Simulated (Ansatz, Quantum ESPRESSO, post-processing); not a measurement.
# honeycomb PN, 2 layers, AB stacking in an electric field, part 5 of 6

How does honeycomb PN, 2 layers, AB stacking respond to a gate-like field without added charge?

Quantum ESPRESSO 7.5; plane-wave DFT, vdW-DF-cx, GBRV ultrasoft pseudopotentials made under PBE; geometry and cross-check by Ansatz 0.2.0 with PAW datasets.

So far. Step 11 (SCF with pw.x: field 0.4 V/Å): The dipole goes from 0.0556 to 0.1398 e Å, 0.2105 e Å per V/Å. Step 12 (Potential by pp.x): The slope in the vacuum is 0.400 eV/Å for an applied 0.40 V/Å, as it should be.

## (13) Band structure: field 0.4 V/Å

Input file f3.bands.in:

```
&control
  prefix = 'f3.bands'
  outdir = './out'
  pseudo_dir = './pseudo'
  calculation = 'bands'
  tefield = .true.
  dipfield = .true.
/
&system
  ibrav = 0
  nat = 4
  ntyp = 2
  ecutwfc = 40
  ecutrho = 200
  input_dft = 'vdw-df-cx'
  occupations = 'smearing'
  smearing = 'fd'
  degauss = 0.004
  edir = 3
  emaxpos = 0.97
  eopreg = 0.04
  eamp = 0.00777876
  nbnd = 16
/
&electrons
  conv_thr = 1e-07
  mixing_beta = 0.4
  electron_maxstep = 120
  mixing_mode = 'local-TF'
/
ATOMIC_SPECIES
  N   14.0070  n_pbe_v1.2.uspp.F.UPF
  P   30.9738  p_pbe_v1.5.uspp.F.UPF
CELL_PARAMETERS angstrom
  2.71421660648285 0.00000000000000 0.00000000000000
  -1.35710830324143 2.35058053258774 0.00000000000000
  0.00000000000000 0.00000000000000 22.02000000000000
ATOMIC_POSITIONS crystal
  N   0.666666666667 0.333333333333 0.382698704254
  P   0.333333333333 0.666666666667 0.422177207251
  N   -0.000000000000 -0.000000000000 0.577854657422
  P   0.666666666667 0.333333333333 0.617269431073
K_POINTS crystal_b
4
  0.0000000000 0.0000000000 0.0000000000 14
  0.5000000000 0.0000000000 0.0000000000 14
  0.3333333333 0.3333333333 0.0000000000 14
  0.0000000000 0.0000000000 0.0000000000 1
```

Started as:

```
$ cp -r out/f3.save out/f3.bands.save
$ cp out/f3.xml out/f3.bands.xml
$ OMP_NUM_THREADS=1 mpirun -n 4 pw.x -nk 4 -in f3.bands.in > f3.bands.out
```

Numbers of over 12 decimals in the logs are rounded to 6 here.

What it wrote:

```text
[banner, memory and clock lines left out]
Program PWSCF v.7.5 starts
[citation notice left out]

[...]
bravais-lattice index     =            0
     lattice parameter (alat)  =       5.1291  a.u.
     unit-cell volume          =     948.0550 (a.u.)^3
     number of atoms/cell      =            4
     number of atomic types    =            2
     number of electrons       =        20.00
     number of Kohn-Sham states=           16
     kinetic-energy cutoff     =      40.0000  Ry
     charge density cutoff     =     200.0000  Ry
     Exchange-correlation= VDW-DF-CX
                           (   1   4  27   0   1   0   0)

[...]
PseudoPot. # 1 for N  read from file:
     ./pseudo/n_pbe_v1.2.uspp.F.UPF
     Pseudo is Ultrasoft + core correction, Zval =  5.0
     Generated by new atomic code, or converted to UPF format
     Using radial grid of  729 points,  4 beta functions with:
                l(1) =   0
                l(2) =   0
                l(3) =   1
                l(4) =   1
     Q(r) pseudized with  8 coefficients,  rinner =    0.900   0.900   0.900

     PseudoPot. # 2 for P  read from file:
     ./pseudo/p_pbe_v1.5.uspp.F.UPF
     Pseudo is Ultrasoft + core correction, Zval =  5.0
     Generated by new atomic code, or converted to UPF format
     Using radial grid of  903 points,  6 beta functions with:
                l(1) =   0
                l(2) =   0
                l(3) =   1
                l(4) =   1
                l(5) =   2
                l(6) =   2
     Q(r) pseudized with  8 coefficients,  rinner =    1.300   1.300   1.300
                                                       1.300   1.300

     atomic species   valence    mass     pseudopotential
     N                 5.00    14.00700     N ( 1.00)
     P                 5.00    30.97380     P ( 1.00)

     No symmetry found

[...]
number of k points=    43  Fermi-Dirac smearing, width (Ry)=  0.0040
[...]
Dense  grid:    45343 G-vectors     FFT dimensions: (  24,  24, 192)

     Smooth grid:    32441 G-vectors     FFT dimensions: (  24,  24, 180)

     The potential is recalculated from file :
     ./out/f3.bands.save/charge-density

     negative rho (up, down):  2.519E-04 0.000E+00

     %%%%%%%%%%%%%%%%%%%%%%%%%%%%%%%%%%%%%%%%%%%%%%%%%%%%%%%%%%%%%%%%%%%%%%%%
     %                                                                      %
     % You are using vdW-DF, which was implemented by the Thonhauser group. %
     % possible and the two reviews that describe the various versions:     %
     %                                                                      %
     %                                                                      %
     % If you are calculating stress with vdW-DF, please also cite:         %
     %                                                                      %
     %                                                                      %
     %%%%%%%%%%%%%%%%%%%%%%%%%%%%%%%%%%%%%%%%%%%%%%%%%%%%%%%%%%%%%%%%%%%%%%%%

     %%%%%%%%%%%%%%%%%%%%%%%%%%%%%%%%%%%%%%%%%%%%%%%%%%%%%%%%%%%%%%%%%%%%%%%%
     %                                                                      %
     %  vdW-DF NEWS:                                                        %
     %                                                                      %
     %  * vdW-DF3 is now available. DOI: 10.1021/acs.jctc.0c00471           %
     %    use with input_dft = 'vdW-DF3-opt1' or 'vdW-DF3-opt2'             %
     %                                                                      %
     %  * Unscreened and range-separated hybrid vdW-DF-cx functionals       %
     %    DOI: 10.1063/1.4986522 and 10.1088/1361-648X/ac2ad2               %
     %    use with input_dft = 'vdW-DF-cx0'    and 'vdW-DF-ahcx'            %
     %  * Unscreened and range-separated hybrid vdW-DF2-b86r functionals    %
     %    DOI: 10.1063/1.4986522 and DOI: 10.1103/PhysRevX.12.041003        %
     %    use with input_dft = 'vdW-DF2-br0' and 'vdW-DF2-ahbr'             %
     %                                                                      %
     %%%%%%%%%%%%%%%%%%%%%%%%%%%%%%%%%%%%%%%%%%%%%%%%%%%%%%%%%%%%%%%%%%%%%%%%

     Adding external electric field

     Computed dipole along edir(3) :
        Dipole                0.2642 Ry au,          0.6715 Debye
        Dipole field          0.0035 Ry au,

        E field amplitude [Ha a.u.]:  7.7788E-03
        Potential amp.        0.3417 Ry
        Total length         39.9473 bohr

     Starting wfcs are   16 randomized atomic wfcs

     Band Structure Calculation
     Davidson diagonalization with overlap
     c_bands:  1 eigenvalues not converged
     c_bands:  1 eigenvalues not converged
     c_bands:  1 eigenvalues not converged
     c_bands:  1 eigenvalues not converged

     ethr =  5.00E-10,  avg # of iterations = 73.4

     End of band structure calculation

          k = 0.0000 0.0000 0.0000 (  4019 PWs)   bands (ev):

   -21.8541 -21.5726 -10.1972  -9.7170  -4.5140  -4.5140  -4.2318  -4.2318
    -3.3477  -2.2972   2.7140   3.0973   3.2132   4.1491   4.5193   4.7197

          k = 0.0357 0.0206 0.0000 (  4023 PWs)   bands (ev):

   -21.8275 -21.5461 -10.1725  -9.6935  -4.6820  -4.5504  -4.3976  -4.2681
    -3.3012  -2.2626   2.8092   3.1345   3.3111   4.1792   4.5274   4.6622

[...]
```

The job ended after 35 s (4 MPI ranks of Arm Neoverse V2, shared host; peak memory 0.3 GiB; 2.3 min of CPU time).

Band numbers count within the set of bands kept for display. Electronic bands along the path, in eV, zero at the highest filled level of the SCF mesh; v1 is the highest filled band, c1 the lowest empty one:

```tsv
point	v4	v3	v2	v1	c1	c2	c3	c4
Γ	-2.52	-2.52	-1.63	-0.58	4.43	4.81	4.93	5.87
halfway	-4.00	-3.72	-0.80	-0.05	3.25	3.51	6.39	6.49
M	-4.27	-3.98	-1.77	-1.37	1.35	1.69	5.60	6.01
halfway	-3.84	-3.55	-1.52	-1.15	2.20	2.58	6.14	6.41
K	-3.31	-3.02	-1.27	-1.04	1.94	2.19	5.67	5.84
halfway	-5.21	-4.93	-0.65	0.00	4.00	4.27	6.09	6.41
Γ	-2.52	-2.52	-1.63	-0.58	4.43	4.81	4.93	5.87
```

Upper empty bands that drop with the field can be states of the vacuum, held by the sawtooth; they depend on the cell's width.

Along this path the valence top lies between K and Γ and the conduction bottom at M.

## (14) Density by pp.x

plot_num = 0 writes the valence density.

Input file f0.rho.in:

```
&inputpp
  prefix = 'f0'
  outdir = './out'
  filplot = 'f0.rho.dat'
  plot_num = 0
/
```

Started as:

```
$ OMP_NUM_THREADS=1 mpirun -n 4 pp.x -in f0.rho.in > f0.rho.out
```

What it wrote:

```text
[banner, memory and clock lines left out]
Program POST-PROC v.7.5 starts

          URL

     ./out/f0.save/

     IMPORTANT: XC functional enforced from input :
     Exchange-correlation= VDW-DF-CX
                           (   1   4  27   0   1   0   0)
     Any further DFT definition will be discarded
     Please, verify this is what you really want

     negative rho (up, down):  2.526E-04 0.000E+00

     %%%%%%%%%%%%%%%%%%%%%%%%%%%%%%%%%%%%%%%%%%%%%%%%%%%%%%%%%%%%%%%%%%%%%%%%
     %                                                                      %
     % You are using vdW-DF, which was implemented by the Thonhauser group. %
     % possible and the two reviews that describe the various versions:     %
     %                                                                      %
     %                                                                      %
     % If you are calculating stress with vdW-DF, please also cite:         %
     %                                                                      %
     %                                                                      %
     %%%%%%%%%%%%%%%%%%%%%%%%%%%%%%%%%%%%%%%%%%%%%%%%%%%%%%%%%%%%%%%%%%%%%%%%

     %%%%%%%%%%%%%%%%%%%%%%%%%%%%%%%%%%%%%%%%%%%%%%%%%%%%%%%%%%%%%%%%%%%%%%%%
     %                                                                      %
     %  vdW-DF NEWS:                                                        %
     %                                                                      %
     %  * vdW-DF3 is now available. DOI: 10.1021/acs.jctc.0c00471           %
     %    use with input_dft = 'vdW-DF3-opt1' or 'vdW-DF3-opt2'             %
     %                                                                      %
     %  * Unscreened and range-separated hybrid vdW-DF-cx functionals       %
     %    DOI: 10.1063/1.4986522 and 10.1088/1361-648X/ac2ad2               %
     %    use with input_dft = 'vdW-DF-cx0'    and 'vdW-DF-ahcx'            %
     %  * Unscreened and range-separated hybrid vdW-DF2-b86r functionals    %
     %    DOI: 10.1063/1.4986522 and DOI: 10.1103/PhysRevX.12.041003        %
     %    use with input_dft = 'vdW-DF2-br0' and 'vdW-DF2-ahbr'             %
     %                                                                      %
     %%%%%%%%%%%%%%%%%%%%%%%%%%%%%%%%%%%%%%%%%%%%%%%%%%%%%%%%%%%%%%%%%%%%%%%%

     Adding external electric field

     Computed dipole along edir(3) :
        Dipole                0.1051 Ry au,          0.2670 Debye
        Dipole field          0.0014 Ry au,

        Potential amp.       -0.1113 Ry
        Total length         39.9473 bohr

     Calling punch_plot, plot_num =   0
     Writing data to file  f0.rho.dat
     Message from routine chdens:
     namelist plot not found or invalid, exiting

Note: The following floating-point exceptions are signalling: IEEE_UNDERFLOW_FLAG
Note: The following floating-point exceptions are signalling: IEEE_UNDERFLOW_FLAG
Note: The following floating-point exceptions are signalling: IEEE_UNDERFLOW_FLAG
Note: The following floating-point exceptions are signalling: IEEE_UNDERFLOW_FLAG
```

Wall time 14 s (4 MPI ranks); peak memory 0.21 GiB; 56 s of CPU time.

Numbers from this step:

- electrons by integration: 20.00 e

Mean over planes. Table of valence density, planar mean by z:

```tsv
z (Å)	valence density, planar mean (e/Å³)
5	3.4e-5
6	7.1e-4
7	0.0172
8	0.519
9	0.673
10	0.310
11	0.0316
12	0.211
13	0.921
14	0.383
15	0.0601
16	0.00329
17	2.1e-4
18	1.3e-5
```

Valence density in the ca plane at fractional y = 0.333, with atoms of N and P within 0.2 Å of it. It is the smooth field of the valence electrons, not physical close to the nuclei.

Values in e/Å³, 5 rows by 16 columns, each cell a mean:
```
0.0 0.0 0.0 0.0 0.0 0.0 0.1 1.4 1.0 0.2 0.0 0.2 0.6 0.5 0.1 0.0
0.0 0.0 0.0 0.0 0.0 0.0 0.1 2.6 1.4 0.1 0.0 0.1 0.6 0.7 0.1 0.0
0.0 0.0 0.0 0.0 0.0 0.0 0.1 1.3 0.9 0.2 0.0 0.2 0.6 0.5 0.1 0.0
0.0 0.0 0.0 0.0 0.0 0.0 0.0 0.3 0.5 0.3 0.0 0.3 0.6 0.3 0.0 0.0
0.0 0.0 0.0 0.0 0.0 0.0 0.0 0.3 0.5 0.3 0.0 0.3 0.6 0.3 0.0 0.0
```
Columns run along c (16.0 Å, from fractional 0.04 to 0.77 of the cell), rows up along a (2.7 Å). Atoms in or near the plane, at fractional coordinates: N at (0.38, 0.67), P at (0.62, 0.67).

The density integrates to 20.000 electrons, as the 20 of the input ask.

## (15) Valence density

Input file f2.rho.in:

```
&inputpp
  prefix = 'f2'
  outdir = './out'
  filplot = 'f2.rho.dat'
  plot_num = 0
/
```

Started as:

```
$ OMP_NUM_THREADS=1 mpirun -n 4 pp.x -in f2.rho.in > f2.rho.out
```

The job ended after 14 s (4 MPI ranks; peak memory 0.21 GiB).

## (16) Charge moved by a field of 0.2 V/Å

This step gave:

* largest charge moved across a plane: 0.001065 e/Å²
* dipole step: -1.198 eV

The planar mean oscillates, so the rows of the table below give means over windows of 1 Å about each position, cut where the curve ends. Its maxima inside the range that stand out by 2 % of the span (Å: e/Å³): 7.7: 7.6e-4, 8.6: 3.4e-4, 9.6: -4.5e-7, 12.0: 6.6e-4, 13.0: 3.0e-4, 13.9: -3.9e-5. Its minima: 8.3: 2.5e-4, 9.2: -2.2e-4, 10.4: -6.3e-4, 12.6: 1.8e-4, 13.5: -2.1e-4, 14.8: -7.2e-4.

Table of planar mean by z; means over each step:

```tsv
z (Å)	planar mean (e/Å³)
2	7.6e-9
3	8.3e-8
4	8.7e-7
5	8.5e-6
6	6.4e-5
7	3.8e-4
8	5.1e-4
9	1.2e-5
10	-3.1e-4
11	-2.5e-4
12	4.9e-4
13	1.1e-4
14	-2.0e-4
15	-6.1e-4
16	-1.8e-4
17	-3.0e-5
18	-3.6e-6
19	-3.4e-7
20	-3.1e-8
```

The running integral, electrons below z by z:

z (Å), running integral, electrons below z (e/Å²) and a bar:
```
      3.5    0.00000 
      4.0    0.00000 
      4.5    0.00000 
      5.0    0.00000 
      5.5    0.00001 
      6.0    0.00003 #
      6.5    0.00008 ##
      7.0    0.00021 ######
      7.5    0.00049 ##############
      8.0    0.00083 ########################
      8.5    0.00098 ############################
      9.0    0.00104 ##############################
      9.5    0.00097 ############################
     10.0    0.00091 ##########################
     10.5    0.00063 ##################
     11.0    0.00041 ############
     11.5    0.00043 ############
     12.0    0.00070 ####################
     12.5    0.00093 ###########################
     13.0    0.00105 ##############################
     13.5    0.00101 #############################
     14.0    0.00097 ############################
     14.5    0.00079 #######################
     15.0    0.00044 #############
     15.5    0.00019 #####
     16.0    0.00008 ##
     16.5    0.00003 #
     17.0    0.00001 
     17.5    0.00000 
     18.0    0.00000 
     18.5    0.00000 
     19.0    0.00000
```

## (17) Polarisability from the dipole between 0 and 0.1 V/A

Numbers from this step:

```
change of slope in the vacuum : 0.09999 eV/Å
polarisability a cell         : 3.046 Å³
sheet polarisability 4πα/A    : 6.000 Å
```

The change of the potential energy, second field less first by z:

z (Å), change of the potential energy, second field less first (eV) and a bar from the least value:
```
        0     -0.412 ######
        1     -0.713 
        2     -0.613 ##
        3     -0.513 ####
        4     -0.413 ######
        5     -0.313 #########
        6     -0.214 ###########
        7     -0.121 #############
        8     -0.063 ##############
        9     -0.050 ##############
       10     -0.039 ##############
       11     -0.001 ###############
       12      0.057 #################
       13      0.077 #################
       14      0.085 #################
       15      0.113 ##################
       16      0.191 ###################
       17      0.288 #####################
       18      0.387 ########################
       19      0.487 ##########################
       20      0.587 ############################
       21      0.687 ##############################
```

## (18) Dipole against field

Dipole along the normal, dipole moment against applied field:

```tsv
applied field (V/Å)	dipole along the normal, dipole moment (e·Å)
0.000	0.0556
0.100	0.0767
0.200	0.0978
0.400	0.140
```

## (19) Cross-check with Ansatz: field 0.1 V/Å

As a check, the same structure is run in Ansatz.

Level of this step: plane-wave DFT, PBE, Ansatz PAW (Ansatz 0.2.0).

Input file input.yaml:

```yaml
crystal:
  lattice:
    - [2.7142166065, 0.0, 0.0]
    - [-1.3571083032, 2.3505805326, 0.0]
    - [0.0, 0.0, 22.02]
  atoms:
    - { symbol: "N", position: [0.6666666667, 0.3333333333, 0.3826987043] }
    - { symbol: P, position: [0.3333333333, 0.6666666667, 0.4221772073] }
    - { symbol: "N", position: [0.0, 0.0, 0.5778546574] }
    - { symbol: P, position: [0.6666666667, 0.3333333333, 0.6172694311] }
kpoints:
  mp_grid: { grid: [12, 12, 1] }
hamiltonian:
  xc: pbe
scf:
  occupations: { method: fermi_dirac, width: 0.054 }
  convergence: { dr2_threshold: 1.0e-09 }
efield:
  axis: 3
  dipole_correction: true
  ramp_position: 0.97
  ramp_width: 0.04
  amplitude: 0.1
output:
  write_potential: true
  write_density: true
  volumetric_format: npy
```

Started as:

```
$ ansatz run input.yaml --threads 4 --pin off --max-ram 8192MiB --backend cpu --events-out ev --progress --plain --runs-dir out
```

What it wrote:

```text
[...]
Crystal: 4 atoms, lattice volume = 140.487 Å³
Basis set: ecut = 420 eV, 2779 PW (Γ)
Bands: 14, of which v1, the nominal top of the filled ones, is band 10 counted from 1 (9 counted from 0)
Symmetry: 6 space group operations
[...]
k-points: 19 of 144 (time reversal used)
[...]
SCF iter   1: F=—  HF=-2280.644450 eV  |F-HF|=—  |Δ(HF+E_count)|=         —  Δρ=8.06e-2  dr2=1.07e1  ethr=3.10e-3  p=0.026 e·Å  D=3.39e-2 V/Å  ΔV_dip=-0.75 eV  dr2_dipole=5.47e-1  V_vac-E_F(+/−)=7.30/6.05 eV  ⟨swp⟩=9.1  Hψ=2211  notcnv=0
[...]
SCF iter  15: F=-2278.118459 eV  HF=-2278.118459 eV  |F-HF|=4.32e-11  |Δ(HF+E_count)|=  4.40e-10  Δρ=2.64e-7  dr2=2.29e-10  ethr=5.00e-12  p=0.073 e·Å  D=9.43e-2 V/Å  ΔV_dip=-2.08 eV  dr2_dipole=7.11e-12  V_vac-E_F(+/−)=5.95/6.02 eV  ⟨swp⟩=1.0  Hψ=718  notcnv=0
SCF 1 converged in 15 iterations: F = -2278.118459 eV  dr2 = 2.29e-10
[...]
SCF converged after 15 iterations
Free energy (F): -2278.118459 eV
[...]
Internal energy: -2278.118453 eV  (E = F + TS)
E sigma→0 (E₀):  -2278.118456 eV
Entropy (-TS):   -0.000005 eV (-0.001 meV/atom)
Fermi energy:    -1.014724 eV
Dipole field:    D = 0.094269 V/Å  (p = 0.073189 e·Å, saw-weighted, corrected)
Work function:   not extracted (applied field tilts the vacuum); planar V_es + V_field profile in the machine report
[...]
--- Band table (eV; the first three rows and the last of 19) ---
  k-point 0: bands = [... 6 lower, -4.0487, -4.0487, -3.3875, -2.1966, 2.5087, 3.3400, 4.2758, 4.5557]
  k-point 1: bands = [... 6 lower, -4.8440, -4.2377, -3.2109, -2.0518, 2.9349, 3.7581, 4.0810, 4.5635]
  k-point 2: bands = [... 6 lower, -5.3442, -4.7018, -2.9086, -1.8234, 2.5932, 3.2281, 4.1173, 5.1531]
  k-point 18: bands = [... 6 lower, -5.2199, -4.5687, -3.1669, -2.5780, 0.0363, 0.6430, 3.7680, 4.3104]
```

Elapsed: 1.9 s, on 4 threads; peak memory 0.4 GiB; 7.1 s of CPU time.

Read from the output:

| Quantity | Value |
| --- | --- |
| free energy | -2278.1185 eV |
| Fermi energy | -1.015 eV |
| gap by band count | 1.099 eV |
| dipole along the normal | 0.07319 e·Å |

At 0.1 V/Å Ansatz's dipole is 0.0732 e Å against 0.0767 from pw.x, under another functional.

## (20) Cross-check with Ansatz: field -0.1 V/Å

input.yaml is the input of step 19 with these lines changed:

```diff
@@ -22,3 +22,3 @@
   ramp_width: 0.04
-  amplitude: 0.1
+  amplitude: -0.1
 output:
```

What it wrote:

```text
[...]
Crystal: 4 atoms, lattice volume = 140.487 Å³
Basis set: ecut = 420 eV, 2779 PW (Γ)
Bands: 14, of which v1, the nominal top of the filled ones, is band 10 counted from 1 (9 counted from 0)
Symmetry: 6 space group operations
[...]
k-points: 19 of 144 (time reversal used)
[...]
--- Band table (eV; the first three rows and the last of 19) ---
  k-point 0: bands = [... 6 lower, -3.9831, -3.9831, -3.5404, -2.1851, 2.2554, 3.3847, 3.6518, 4.3529]
  k-point 1: bands = [... 6 lower, -4.7778, -4.1721, -3.3672, -2.0395, 2.6666, 3.6956, 3.8572, 4.0730]
  k-point 2: bands = [... 6 lower, -5.5398, -4.6364, -3.0699, -1.8081, 2.3890, 3.2862, 3.7232, 4.7578]
  k-point 18: bands = [... 6 lower, -5.4067, -4.4931, -3.3830, -2.5344, -0.1731, 0.6927, 3.5488, 4.3500]
[key lines of the parts left out:]
SCF converged after 14 iterations
Free energy (F): -2278.108015 eV
Fermi energy:    -1.098863 eV
Dipole field:    D = 0.040122 V/Å  (p = 0.031150 e·Å, saw-weighted, corrected)
```

Elapsed: 1.9 s, on 4 threads; peak memory 0.4 GiB.

Read from the output:

| Item | Value |
| --- | --- |
| free energy | -2278.1080 eV |
| Fermi energy | -1.099 eV |
| gap by band count | 0.8699 eV |
| dipole along the normal | 0.03115 e·Å |

## (21) Dipole against field, Ansatz

The dipole along the normal, dipole moment by applied field:

```tsv
applied field (V/Å)	dipole along the normal, dipole moment (e·Å)
-0.1000	0.0312
0.0000	0.0522
0.1000	0.0732
```

[end of part 5 of 6]

[Logs are printed without paths, hosts, clocks, repeated set-up lines and the standing remarks that a program may print on its own settings, such as how far it seeks lower states.]

[Hosts, paths, dates, database ids (printed as entryN), source tags and the programs' standing remarks are cut or masked in the printed files.]

[Maps of the electrostatic potential energy from Ansatz leave out the sawtooth potential of an applied field or a dipole correction, so their vacuum need not be flat; planar profiles and work functions include it.]
